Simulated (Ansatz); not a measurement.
# LuTlTeSe (model structure): optical spectrum from first principles, part 2 of 2

What colour and refractive index does LuTlTeSe (model structure) have at this level of theory? The structure is a model built here, which may or may not match a known phase. It was built so: 1 of the 2 Te atoms of the cell replaced by Se in the R-3m structure of LuTlTe2.

Ansatz 0.2.0; DFT, PBE, plane-wave PAW, default files, scalar-relativistic, independent-particle optical response without local fields.

So far. Step 3 (Ground state and bands): There is a gap, 0.93 eV on the path, so no carriers' term is needed. The cell is left with a pressure of 0.0 GPa and forces up to 0.02 eV/Å after its relaxation.

## Step 4: Spectrum (continued)

Values under 1 per cm are given as 1. Absorption coefficient against photon energy:

```
photon energy (eV)  E ∥ x or y (1/cm)  E ∥ z (1/cm)
              0.00                  1             1
              1.00                  1             1
              2.00                780         11471
              3.00              5.8e5         4.1e5
              4.00              1.0e6         1.3e6
              5.00              1.3e6         1.6e6
              6.00              1.0e6         1.3e6
              7.00              9.2e5         9.8e5
              8.00              1.3e6         8.8e5
              9.00              1.4e6         1.1e6
             10.00              1.3e6         1.3e6
             11.00              1.2e6         1.3e6
             12.00              9.8e5         9.3e5
             13.00              9.9e5         8.0e5
             14.00              9.7e5         1.0e6
             15.00              1.0e6         1.1e6
             16.00              5.3e5         5.6e5
             17.00              5.4e5         4.6e5
             18.00              4.4e5         4.2e5
             19.00              3.0e5         3.0e5
             20.00              2.8e5         2.5e5
             21.00              2.6e5         2.5e5
             22.00              2.4e5         2.6e5
```

At chosen wavelengths:

```
wavelength (nm)  n xy   k xy  R (%) xy     1/α xy   n z    k z  R (%) z      1/α z
           1550  3.19  0.000      27.3  over 1 mm  3.29  0.000     28.5  over 1 mm
           1064  3.27  0.000      28.3  over 1 mm  3.37  0.000     29.4  over 1 mm
            800  3.42  0.000      30.0  over 1 mm  3.52  0.001     31.1     125 µm
            633  3.71  0.003      33.1      18 µm  3.76  0.053     33.6     942 nm
            365  3.63  1.618      39.6      18 nm  5.04  2.854     54.8      10 nm
            308  3.09  2.492      46.1     9.8 nm  2.75  3.206     54.8     7.6 nm
            248  1.72  2.588      51.2     7.6 nm  1.48  3.081     62.2     6.4 nm
```

A film 1 µm thick would pass 16 % of daylight and look orange in transmission (x = 0.570, y = 0.428). A larger true gap would move the edge to shorter wavelengths and change the colour.

At 1064 nm the birefringence n(z) − n(x) is +0.101: the crystal is uniaxial positive at this level.

The f-sum over the summed bands holds 43.5 of the cell's 70 electrons outside the frozen cores, 30 of which lie in bands more than 12 eV below the Fermi level, whose transitions come at higher energies. Up to 22 eV the strength has a mean oscillator energy of 5.2 eV, well above the main peak, so higher transitions carry much of it.

## Step 5: Static response with local fields

Perturbation theory gives the static response with local fields and the functional's kernel, and it needs no empty bands.

This step: DFT, PBE, plane-wave PAW, default files, scalar-relativistic, static field response by perturbation theory with local fields (Ansatz 0.2.0).

The input, input.yaml:

```yaml
crystal:
  lattice:
    - [2.1257326152, 1.2272922993, 8.013997283]
    - [-2.1257326152, 1.2272922993, 8.013997283]
    - [0.0, -2.4545845936, 8.0139972838]
  atoms:
    - { symbol: Tl, position: [-0.0020573958, -0.0020573958, -0.0020573958] }
    - { symbol: Lu, position: [0.5056580835, 0.5056580835, 0.5056580835] }
    - { symbol: Te, position: [0.7637252062, 0.7637252062, 0.7637252062] }
    - { symbol: Se, position: [0.2326741061, 0.2326741061, 0.2326741061] }
kpoints:
  mp_grid: { grid: [6, 6, 6] }
scf:
  occupations: { method: fixed }
hamiltonian:
  xc: pbe
  pseudopotentials: { kind: paw }
dielectric: {}
```

Started as:

```
> ansatz run input.yaml --threads 4 --pin off --max-ram 8192MiB --backend cpu --events-out ev --progress --plain --runs-dir out
```

Elapsed: 3.1 min, on 4 threads of Arm Neoverse V1, shared host; peak memory 1.9 GiB; 12 min of CPU time.

Read-outs, printed or worked out from the files:

| Item | Value |
| --- | --- |
| electronic dielectric constant ε∞, mean over x, y and z (by symmetry where fewer were run) | 9.151 |

ε∞ with local fields:

```
8.98 0.00 0.00
0.00 8.98 0.00
0.00 0.00 9.49
```

Diagonal elements. Born, by row:

```
atom  Z*xx (e)  Z*yy (e)  Z*zz (e)
 Tl1     1.673     1.673     3.282
 Lu2     4.404     4.404     2.587
 Te3    -2.881    -2.881     -2.83
 Se4    -3.196    -3.196    -3.039
```

Mean Born charges are Tl +2.21, Lu +3.80, Te -2.86 and Se -3.14, against formal valences of +1, +3, -2 and -2. They are far from isotropic: Lu has +4.40, +4.40 and +2.59 along x, y and z.

## Step 6: Results

| Property | Result |
| --- | --- |
| gap on the path | 0.931 eV |
| least direct gap on the path | 1.68 eV |
| electronic dielectric constant ε∞, mean over x, y and z (by symmetry where fewer were run) (independent particles) | 9.95 |
| absorption onset, first axis (α over 10⁴ cm⁻¹, or the direct gap if that lies higher) | 2.25 eV |
| main peak of Im epsilon, first axis | 2.75 eV |
| centre of weight of the strongest loss peak in the window, first axis | 16.0 eV |
| photocurrent from vertical transitions in a film 500 nm thick on a perfect mirror (two passes), AM1.5G, no front reflection, all carriers collected | 10.8 mA/cm² |
| electronic dielectric constant ε∞, mean over x, y and z (by symmetry where fewer were run) (static response with local fields) | 9.15 |

In words: At this level (PBE, independent particles) LuTlTeSe has a mean ε∞ = 9.95 (9.15 with local fields) and n = 3.19 at 1550 nm (E ∥ x); absorption sets in near 2.3 eV, and Im ε peaks at 2.8 eV (E ∥ x). The cell grew by 0.9 % in volume. The gap is indirect (0.93 eV), so absorption without phonons can begin only at the direct gap of 1.68 eV. The absorption coefficient passes 10⁴ cm⁻¹ only at 2.25 eV, 0.57 eV above the least direct gap: the lowest transitions are weak or forbidden for this polarisation, or few states take part. The strongest loss structure up to 22 eV has its centre of weight at 16.0 eV; a free-electron gas of the 43.5 electrons in the f-sum would put its plasmon at 21.9 eV. Distinct maxima of Im ε, read by a parabola through the highest points, lie at 2.75 eV (21), 3.83 eV (17) and 7.43 eV (5.6) for E ∥ x or y. The f-sum over the summed bands holds 43.5 of the cell's 70 electrons outside the frozen cores, 30 of which lie in bands more than 12 eV below the Fermi level, whose transitions come at higher energies. Up to 22 eV the strength has a mean oscillator energy of 5.2 eV, well above the main peak, so higher transitions carry much of it. A film 1 µm thick would pass 16 % of daylight and look orange in transmission (x = 0.570, y = 0.428). A larger true gap would move the edge to shorter wavelengths and change the colour. In the base spectrum excitons and phonon-assisted transitions are missing, and so are local fields; PBE gaps are as a rule too small, which pulls the onset down and ε∞ up, while the missing spin-orbit coupling works the other way with such heavy atoms. In the base run ε includes the program's bounded estimate of what the bands above those summed add. Spin-orbit coupling is left out although heavy atoms are present.

[Logs are printed without paths, hosts, clocks, repeated set-up lines and the standing remarks that a program may print on its own settings, such as how far it seeks lower states.]

[Hosts, paths, dates, database ids (printed as entryN), source tags and the programs' standing remarks are cut or masked in the printed files.]
